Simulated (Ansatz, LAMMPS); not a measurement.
# Binding across the interface in amorphous film on crystalline Si with 5 % C on Si sites, (110) (192 atoms), part 2 of 3

Aim: the interaction energy between the two parts of amorphous film on crystalline Si with 5 % C on Si sites, (110) (192 atoms) and its distance dependence.

Ansatz 0.2.0; Kohn-Sham DFT, PBE, PAW (set soft_2), plane waves.

The cell: 182 Si and 10 C. The network of bonds at the start is that of the classical potential that made the cell. The main run has no spin polarisation. The Brillouin zone is sampled at Γ only, in a cell whose shortest periodic width is 11 Å.

So far. Step 2 (Single point at the start): The r.m.s. force at the start is 0.65 eV/Å. Step 3 (Relaxation): The relaxation converged after 37 steps, 17.7 eV below its start, with a largest force component of 0.043 eV/Å.

**4. Single point at the relaxed geometry**

One more single point at the end of the walk gives the fuller output and checks the residual forces.

input.yaml reads:

```yaml
crystal:
  lattice:
    - [10.864, 0.0, 0.0]
    - [0.0, 15.36402, 0.0]
    - [0.0, 0.0, 35.66062]
  atoms:
    - { symbol: Si, position: [0.9996, 0.82211, 0.97091] }
    - { symbol: Si, position: [0.16981, 0.82427, 0.01111] }
    - { symbol: Si, position: [0.27708, 0.18942, 0.01232] }
    - { symbol: Si, position: [0.41417, 0.1788, 0.06525] }
    - { symbol: Si, position: [0.28144, 0.95596, 0.01053] }
    - { symbol: Si, position: [0.41821, 0.96552, 0.06286] }
    [... 180 atom lines left out ...]
    - { symbol: Si, position: [0.04779, 0.78435, 0.53951] }
    - { symbol: Si, position: [0.55593, 0.55449, 0.25804] }
    - { symbol: Si, position: [0.15874, 0.50224, 0.49171] }
    - { symbol: Si, position: [0.66968, 0.69842, 0.39275] }
    - { symbol: Si, position: [0.44539, 0.67664, 0.28842] }
    - { symbol: Si, position: [0.44996, 0.20524, 0.53904] }
kpoints:
  mp_grid: { grid: [1, 1, 1] }
hamiltonian:
  xc: pbe
scf:
  occupations: { method: gaussian, width: 0.05 }
output:
  forces: true
  populations: true
  dos:
    method: { smearing: { sigma: 0.1 } }
    de: 0.1
    projected:
      site_lists:
        C: [C]
        Si: [Si]
        crystal: [0, 1, 2, 3, 4, 5, 6, 7, 8, 9, 10, 11, 12, 13, 14, 15, 16, 17, 18, 19, 20, 21, 22, 23, 24, 25, 26, 27, 28, 29, 30, 31, 32, 33, 34, 35, 36, 37, 38, 39, 40, 41, 42, 43, 44, 45, 46, 47, 48, 49, 50, 51, 52, 53, 54, 55, 56, 57, 58, 59, 60, 61, 62, 63]
  eigenvalues: true
  write_density: true
  write_potential: true
  volumetric_format: npy
```

On the command line:

```sh
$ ansatz run input.yaml --threads 4 --pin off --max-ram 15872MiB --backend cpu --events-out ev --progress --plain --runs-dir out
```

Numbers of over 12 decimals in the logs are rounded to 6 here.

The program printed:

```text
[...]
Crystal: 192 atoms, lattice volume = 5952.282 Å³
Basis set: ecut = 420 eV, 116373 PW (Γ), exchange–correlation on 150×216×480 points (8 copies of the dense FFT grid, shifted against one another)
Bands: 576, of which v1, the nominal top of the filled ones, is band 384 counted from 1 (383 counted from 0)
Symmetry: 1 space group operations
[...]
k-points: 1
[...]
SCF iter   1: F=—  HF=-118165.214605 eV  |F-HF|=—  |Δ(HF+E_count)|=         —  Δρ=3.33e-3  dr2=2.44e0  ethr=1.77e-3  ⟨swp⟩=8.0  Hψ=3338  notcnv=0  defer=122
[...]
SCF iter  12: F=-118164.882286 eV  HF=-118164.882286 eV  |F-HF|=4.81e-8  |Δ(HF+E_count)|=   5.36e-7  Δρ=6.57e-7  dr2=6.23e-8  ethr=1.30e-11  ⟨swp⟩=43.0  Hψ=6427  notcnv=0
SCF 1 converged in 12 iterations: F = -118164.882286 eV  dr2 = 6.23e-8
[...]
WARN: The output density's exchange-correlation potential varies sharply where the density is thin. Do not read a vacuum level from v_tot or v_xc, or from such a field of the output density. On a cell that repeats whose density bears no net charge and no dipole along the vacuum's axis use v_es (v_loc + v_h of the components); [...]
SCF converged after 12 iterations
Free energy (F): -118164.882286 eV
[...]
Internal energy: -118164.878498 eV  (E = F + TS)
E sigma→0 (E₀):  -118164.880392 eV
Entropy (-TS):   -0.003788 eV (-0.020 meV/atom)
Fermi energy:    2.342686 eV
[...]
--- Forces (eV/Å), atoms counted from 1 ---
  atom   1  Si    -0.00266083     0.00053048    -0.00152990
  atom   2  Si     0.00022489     0.00011301     0.00103448
  atom   3  Si    -0.00053093    -0.00173002    -0.00047855
  atom   4  Si     0.00041353    -0.00119426     0.00291666
  atom   5  Si     0.00061488     0.00098936    -0.00162915
  atom   6  Si    -0.00057984     0.00179199    -0.00069883
  atom   7  Si    -0.00067511    -0.00083276    -0.00266566
  atom   8  Si     0.00241530     0.00144477     0.00377757
  atom   9  Si    -0.00023339     0.00224918     0.00124549
  atom  10  Si     0.00016505     0.00043665    -0.00430582
  atom  11  Si    -0.00124142     0.00058926     0.00025944
  atom  12  Si    -0.00048766     0.00103127    -0.00081863
  atom  13  Si     0.00168640     0.00206800    -0.00447091
  atom  14  Si    -0.00157902    -0.00032727     0.00101894
[...]
atom 191  Si     0.00484752     0.00008540     0.00132851
  atom 192  Si    -0.00218483     0.00010300    -0.00843349
  max |Σ_I F_I| component: 2.30e-5 eV/Å
--- Band table (eV) ---
[...]
--- Löwdin populations: 192 sites ---
  site symbol       q [e]
     0     Si      3.8960
     1     Si      3.9694
     2     Si      3.9676
[...]
191     Si      3.9136
  spilling = 0.011899 (of n_electrons = 768.000000)
```

The job ended after 1.9 min (4 threads of AMD EPYC 9R14 (Zen 4), shared host; peak memory 7.8 GiB).

The program notes that the exchange-correlation potential is rough where the density is thin.

The run gave:

* free energy: -118164.8823 eV
* free energy per atom: -615.4421 eV/atom
* SCF cycles: 12
* r.m.s. force component: 0.00647 eV/Å
* longest force: 0.05272 eV/Å
* Fermi energy: 2.343 eV
* gap (highest filled to lowest empty level): 0.1679 eV
* potential in mid-vacuum, over the Fermi level: 4.594 eV
* potential 4.5 Å over the upper face: 4.607 eV
* potential 4.5 Å under the lower face: 4.58 eV
* spilling of the projection: 0.0119

Löwdin charges by element and coordination (they lack the spilled electrons, 0.048 e an atom on average):

```
element  coordination  atoms  mean charge (e)  spread    least    most
      C           all     10           -0.840  0.0389   -0.890  -0.779
      C             3      5           -0.875  0.0146   -0.890  -0.857
      C             4      5           -0.805  0.0185   -0.824  -0.779
     Si           all    182           0.0964   0.133   -0.113   0.598
     Si             3     21           0.0897   0.172   -0.113   0.496
     Si             4    145            0.101   0.132  -0.0408   0.598
     Si             5     16           0.0615  0.0553  -0.0707   0.176
```

By region:

```
   region  atoms  mean length of the force (eV/Å)
  crystal     64                            0.002
amorphous    128                            0.009
```

States in the cell by windows of 0.5 eV, zero at the Fermi level; the larger projections on atomic orbitals stand beside the total:

```
from (eV)  to (eV)  total  Si p  crystal  Si s  C p
      -10     -9.5   27.4   8.3     11.9  18.2  0.6
     -9.5       -9   21.3   6.8      7.0  13.6  0.6
       -9     -8.5   23.1   7.9      6.0  14.0  0.8
     -8.5       -8   26.9   9.6      8.9  15.7  1.1
       -8     -7.5   27.9  10.9      9.0  15.2  1.4
     -7.5       -7   28.3  13.0     10.2  13.5  1.4
       -7     -6.5   24.9  12.0      7.5  11.1  1.4
     -6.5       -6   25.9  13.2      8.7  10.5  1.7
       -6     -5.5   28.8  15.8     11.0  10.9  1.6
     -5.5       -5   24.6  14.9      5.2   7.3  2.0
       -5     -4.5   28.7  20.6      8.1   5.2  2.6
     -4.5       -4   39.3  30.7     12.4   5.0  3.1
       -4     -3.5   46.5  38.4     19.0   4.8  2.7
     -3.5       -3   51.1  42.5     18.0   4.8  3.0
       -3     -2.5   50.4  43.0     15.4   4.0  2.6
     -2.5       -2   54.6  48.3     18.9   3.4  2.0
       -2     -1.5   55.5  49.8     20.6   3.1  1.6
     -1.5       -1   40.7  35.6     11.3   2.6  1.5
       -1     -0.5   29.3  24.1     10.1   2.7  1.6
     -0.5        0   18.5  13.8      4.8   2.1  1.8
        0      0.5   21.0  15.5      7.2   3.4  0.6
      0.5        1   30.0  19.7     10.3   6.4  0.6
        1      1.5   38.4  23.9     10.0   8.9  0.8
      1.5        2   46.0  28.0     11.1  10.2  1.0
        2      2.5   58.5  36.3     16.3  11.2  1.0
      2.5        3   63.6  39.5     19.4  10.6  1.0
```

Between -14 and -10 eV lie 95 more states.

The levels nearest the highest filled one (over half full), pooled over k-points and spins:

```
level less the highest filled one (eV)  occupation
                                -0.285           2
                                -0.242           2
                                -0.197           2
                                -0.145           2
                               -0.0283        2.00
                                     0        1.98
                                 0.168       0.017
                                 0.193       0.002
                                 0.297           0
                                 0.311           0
                                 0.371           0
                                 0.400           0
```

Planar average of the electrostatic potential energy along the normal, with the Fermi level as zero, after a running mean with a triangular window 4 Å wide at its base:

```
height (Å)  potential energy (eV)
       0.0                  -5.80
       1.0                  -5.37
       2.1                  -5.07
       3.0                  -5.04
       4.0                  -5.11
       5.1                  -5.04
       6.1                  -5.16
       7.1                  -5.20
       8.2                  -5.47
       9.1                  -5.45
      10.1                  -5.32
      11.1                  -5.90
      12.2                  -5.74
      13.2                  -4.85
      14.3                  -4.92
      15.2                  -4.99
      16.2                  -4.68
      17.2                  -5.24
      18.3                  -4.66
      19.3                  -1.48
      20.4                   2.05
      21.2                   3.81
      22.3                   4.48
      23.3                   4.60
      24.4                   4.61
      25.4                   4.60
      26.4                   4.60
      27.3                   4.59
      28.4                   4.58
      29.4                   4.58
      30.5                   4.55
      31.5                   4.29
      32.5                   2.65
      33.4                  -0.42
      34.5                  -4.25
      35.5                  -5.76
```

Electrostatic potential energy in the cb plane at fractional x = 0.155, with atoms of Si and C within 0.2 Å of it. With pseudopotentials it is smooth inside the atoms' cores, unlike the true potential.

Values in eV, 13 rows by 16 columns, each cell a mean:
```
  3   5   6   4   3   5   3  -9   0   4   0 -11   2   5   4   5
-18   0   4  -2 -14   2   5   4  -1  -4 -11 -45  -5   5   4   5
-38  -6   3 -13 -40  -2   5   3  -2   2   3  -1   4   4  -5  -5
  2   5   5   4   2   5   6   5   4   5   4  -6   0   5  -2  -2
 -5   4   5   1  -5   4   5   0  -6   4   5  -1   2   5   4   4
-46  -4   2 -17 -44  -1   4 -12 -29   2   2 -17  -2   5  -9 -30
 -2   4   5   2  -2   4   5   4   2  -1  -3 -39 -10   5  -7 -26
  1   4   5   4   2   5   6   6   4  -3   2   3   5   5   2   1
-41  -4   2 -15 -38  -1   4   3  -2 -43 -17  -2   2   5   0  -6
-14   1   4  -3 -15   3   1 -35 -20  -8  -3 -29 -11   4  -3 -15
  2   4   6   4   3   5   4 -12  -6   3 -10  -8   3   5   4 -25
-29  -3   4   0 -24  -5   5   4   4   2 -34 -20   3   3 -23 -22
-27  -3   4  -1 -32 -10  -1  -6   1   5   2   2   4   4 -12 -10
```
Columns run along c (16.0 Å, from fractional 0.00 to 0.45 of the cell; values clipped at the 3rd and 97th percentile), rows up along b (15.4 Å). Atoms in or near the plane, at fractional coordinates: Si at (0.01, 0.82), Si at (0.12, 0.82), Si at (0.13, 0.06), Si at (0.01, 0.07), Si at (0.01, 0.32), Si at (0.12, 0.32), Si at (0.12, 0.57), Si at (0.01, 0.57), Si at (0.30, 0.13), C at (0.44, 0.18), Si at (0.22, 0.24), Si at (0.32, 0.89), Si at (0.43, 0.53), Si at (0.32, 0.52) and more.

Valence density in the cb plane at fractional x = 0.155, with atoms of Si and C within 0.2 Å of it. It is the smooth field of the valence electrons, not physical close to the nuclei.

Ten steps, logarithmic in the rise over the least value, from '0' (0.0 e/Å³) to '9' (1.7 e/Å³), each cell a mean:
```
66666543334555554323345543333445543210000000
34555555455666665432333332234566665421000000
23345666666764565433333322234664466532100000
33456777666666665433455543335666666543210000
33456676544445544334567665555666665554210000
22334554433344554334567666566666555543210000
11223333333456665433455555556676654433210000
12334444334467776433344433345667654322100000
34556665433456665433344443334566654321000000
45666665433456665433456665544566654310000000
44566666544566666433456656666666654210000000
23345665556665466533456556777645654210000000
11223455556666666433356666666656653200000000
11112355665555554333345655445566542100000000
22222456766543333333456665434444321000000000
44334566556655544433456776543333211000000000
55666777657776666654556776543343321000000000
56655776666666667654456677655555432100000000
46655665445566666543345789887666654321000000
35666544456677654322335799998766765433210000
33444434566556654444456789876556665554311000
44444334566666655555665566543334445544311000
66555433345666554445666665432222233332210000
77765543234455443334456665432223322211000000
```
Columns run along c (16.0 Å, from fractional 0.18 to 0.63 of the cell), rows up along b (15.4 Å). Atoms in or near the plane, at fractional coordinates: Si at (0.30, 0.13), Si at (0.51, 0.89), C at (0.44, 0.18), Si at (0.22, 0.24), Si at (0.32, 0.89), Si at (0.43, 0.53), Si at (0.32, 0.52), Si at (0.27, 0.33), Si at (0.49, 0.50).

Filled and empty levels are parted by 0.168 eV at Γ alone; the mesh holds the band edges only if they fold onto it, so the gap at this level can be narrower or closed, and states at the surface or the caps may set it. Mean Löwdin charges: C -0.84, Si +0.10 e (they miss 1.2 % of the electrons, so they add up to more than the cell's charge). Within 0.4 eV of the Fermi level the largest share is Si p (78 % of the projected weight). The potential stands 4.61 eV above the Fermi level over the upper face and 4.58 eV under the lower one, a reading of the work function, with no dipole correction. The Fermi level falls in a spacing of 0.17 eV between levels, so it is uncertain by that much.

**5. The lower part alone**

The lower part (crystal) is solved alone, atoms held, in the same cell.

input.yaml reads:

```yaml
crystal:
  lattice:
    - [10.864, 0.0, 0.0]
    - [0.0, 15.36402, 0.0]
    - [0.0, 0.0, 35.66062]
  atoms:
    - { symbol: Si, position: [0.9996, 0.82211, 0.97091] }
    - { symbol: Si, position: [0.16981, 0.82427, 0.01111] }
    - { symbol: Si, position: [0.27708, 0.18942, 0.01232] }
    - { symbol: Si, position: [0.41417, 0.1788, 0.06525] }
    - { symbol: Si, position: [0.28144, 0.95596, 0.01053] }
    - { symbol: Si, position: [0.41821, 0.96552, 0.06286] }
    [... 52 atom lines left out ...]
    - { symbol: Si, position: [0.78882, 0.44698, 0.11536] }
    - { symbol: Si, position: [0.89039, 0.45269, 0.94484] }
    - { symbol: Si, position: [0.77557, 0.70125, 0.11326] }
    - { symbol: Si, position: [0.89335, 0.70416, 0.94413] }
    - { symbol: Si, position: [0.49114, 0.55843, 0.97336] }
    - { symbol: Si, position: [0.66924, 0.56896, 0.00908] }
kpoints:
  mp_grid: { grid: [1, 1, 1] }
hamiltonian:
  xc: pbe
scf:
  occupations: { method: gaussian, width: 0.05 }
output:
  forces: true
  eigenvalues: true
  write_density: true
  write_potential: true
  volumetric_format: npy
```

The program printed:

```text
[...]
Crystal: 64 atoms, lattice volume = 5952.282 Å³
Basis set: ecut = 420 eV, 116373 PW (Γ), exchange–correlation on 150×216×480 points (8 copies of the dense FFT grid, shifted against one another)
Bands: 192, of which v1, the nominal top of the filled ones, is band 128 counted from 1 (127 counted from 0)
Symmetry: 1 space group operations
[...]
k-points: 1
[...]
SCF iter   1: F=—  HF=-39885.921683 eV  |F-HF|=—  |Δ(HF+E_count)|=         —  Δρ=2.58e-3  dr2=2.11e0  ethr=1.77e-3  ⟨swp⟩=7.0  Hψ=1014  notcnv=0  defer=39
[...]
SCF iter  11: F=-39885.731455 eV  HF=-39885.731455 eV  |F-HF|=7.40e-8  |Δ(HF+E_count)|=   2.36e-7  Δρ=4.19e-7  dr2=3.29e-8  ethr=3.91e-11  ⟨swp⟩=33.0  Hψ=2064  notcnv=0
SCF 1 converged in 11 iterations: F = -39885.731455 eV  dr2 = 3.29e-8
[...]
SCF converged after 11 iterations
Free energy (F): -39885.731455 eV
[...]
Internal energy: -39885.677746 eV  (E = F + TS)
E sigma→0 (E₀):  -39885.704600 eV
Entropy (-TS):   -0.053710 eV (-0.839 meV/atom)
Fermi energy:    -2.365397 eV
[...]
--- Forces (eV/Å), atoms counted from 1 ---
  atom   1  Si     0.12677900     0.07668353     0.16763685
  atom   2  Si     0.24101410    -0.07578535    -0.08243988
  atom   3  Si    -0.27695762     0.09661460     0.09740563
  atom   4  Si     0.41650178    -0.06812598     0.36632551
  atom   5  Si    -0.23259438    -0.06107392    -0.08796245
  atom   6  Si     0.58772961     0.22647132     0.42641699
  atom   7  Si    -0.18798667     0.13876583     0.32767058
  atom   8  Si     0.67446670     0.00280997    -0.37798674
  atom   9  Si     0.54947748    -0.06455726     0.06449728
  atom  10  Si     0.21164932     0.51622387    -0.40961993
  atom  11  Si    -0.36203284    -0.00883691    -0.45465026
  atom  12  Si    -0.16885568     0.00661376     0.13801005
  atom  13  Si    -0.26763304    -0.40708088    -0.57625292
  atom  14  Si    -0.03261136    -0.10775217     0.10807252
[...]
atom  63  Si    -0.00681033     0.14040325     0.03124312
  atom  64  Si     0.17008449    -0.03680531     0.16280419
  max |Σ_I F_I| component: 4.28e-5 eV/Å
--- Band table (eV) ---
[...]
```

Elapsed: 26 s, on 4 threads; peak memory 4.2 GiB; 98 s of CPU time.

**6. The upper part alone**

The upper part (amorphous) is solved alone in the same way.

input.yaml, the sections that differ from step 5:

```yaml
crystal:
  lattice:
    - [10.864, 0.0, 0.0]
    - [0.0, 15.36402, 0.0]
    - [0.0, 0.0, 35.66062]
  atoms:
    - { symbol: Si, position: [0.51015, 0.82558, 0.16803] }
    - { symbol: Si, position: [0.00393, 0.68369, 0.26401] }
    - { symbol: Si, position: [0.88162, 0.07157, 0.25746] }
    - { symbol: Si, position: [0.29635, 0.63408, 0.39597] }
    - { symbol: Si, position: [0.58673, 0.15416, 0.32551] }
    - { symbol: Si, position: [0.64275, 0.64806, 0.32816] }
    [... 116 atom lines left out ...]
    - { symbol: Si, position: [0.04779, 0.78435, 0.53951] }
    - { symbol: Si, position: [0.55593, 0.55449, 0.25804] }
    - { symbol: Si, position: [0.15874, 0.50224, 0.49171] }
    - { symbol: Si, position: [0.66968, 0.69842, 0.39275] }
    - { symbol: Si, position: [0.44539, 0.67664, 0.28842] }
    - { symbol: Si, position: [0.44996, 0.20524, 0.53904] }
# kpoints, hamiltonian, scf, output: as in step 5
```

The program printed:

```text
[...]
Crystal: 128 atoms, lattice volume = 5952.282 Å³
Basis set: ecut = 420 eV, 116373 PW (Γ), exchange–correlation on 150×216×480 points (8 copies of the dense FFT grid, shifted against one another)
Bands: 384, of which v1, the nominal top of the filled ones, is band 256 counted from 1 (255 counted from 0)
Symmetry: 1 space group operations
[...]
k-points: 1
[...]
SCF iter   1: F=—  HF=-78245.168466 eV  |F-HF|=—  |Δ(HF+E_count)|=         —  Δρ=3.34e-3  dr2=2.38e0  ethr=1.77e-3  ⟨swp⟩=8.0  Hψ=2237  notcnv=0  defer=77
[...]
SCF iter  11: F=-78244.894502 eV  HF=-78244.894501 eV  |F-HF|=8.29e-8  |Δ(HF+E_count)|=   1.56e-7  Δρ=7.12e-7  dr2=8.65e-8  ethr=1.95e-11  ⟨swp⟩=48.0  Hψ=4317  notcnv=0
SCF 1 converged in 11 iterations: F = -78244.894502 eV  dr2 = 8.65e-8
[...]
SCF converged after 11 iterations
Free energy (F): -78244.894502 eV
[...]
Internal energy: -78244.850864 eV  (E = F + TS)
E sigma→0 (E₀):  -78244.872683 eV
Entropy (-TS):   -0.043637 eV (-0.341 meV/atom)
Fermi energy:    -0.189947 eV
[...]
--- Forces (eV/Å), atoms counted from 1 ---
  atom   1  Si    -0.97357542    -0.25181758    -0.61883059
  atom   2  Si     0.15456252     0.01939573    -0.08941371
  atom   3  Si    -0.17737527     0.34893391     0.06238852
  atom   4  Si    -0.02510868    -0.05241752     0.01084075
  atom   5  Si     0.03627736     0.01417395    -0.03967047
  atom   6  Si     0.07500423    -0.02373717    -0.21040041
  atom   7  C      0.02623151    -0.03216609     0.13081707
  atom   8  Si    -0.63132314    -0.05379045    -0.15998909
  atom   9  Si     0.03208030     0.10917535    -0.01223632
  atom  10  Si    -0.04169838    -0.35794603    -0.73096778
  atom  11  Si    -0.04820889    -0.13617029    -0.09551790
  atom  12  Si    -0.33173352    -0.17810178     0.09602961
  atom  13  C      0.08321024     0.08548010    -0.08354940
  atom  14  C      0.25755690     0.44806913    -0.85384288
[...]
atom 127  Si     0.08497199     0.30223581     0.14087825
  atom 128  Si    -0.00568921    -0.00949035     0.00586435
  max |Σ_I F_I| component: 8.09e-5 eV/Å
--- Band table (eV) ---
[...]
```

Wall time 56 s (4 threads); peak memory 6.1 GiB; 3.6 min of CPU time.

The whole (-118164.882 eV) less the lower (-39885.731 eV) and the upper part (-78244.895 eV) leaves -34.256 eV.

(Continued in part 3 of 3.)

[Logs are printed without paths, hosts, clocks, repeated set-up lines and the standing remarks that a program may print on its own settings, such as how far it seeks lower states.]

[Hosts, paths, dates, database ids (printed as entryN), source tags and the programs' standing remarks are cut or masked in the printed files.]
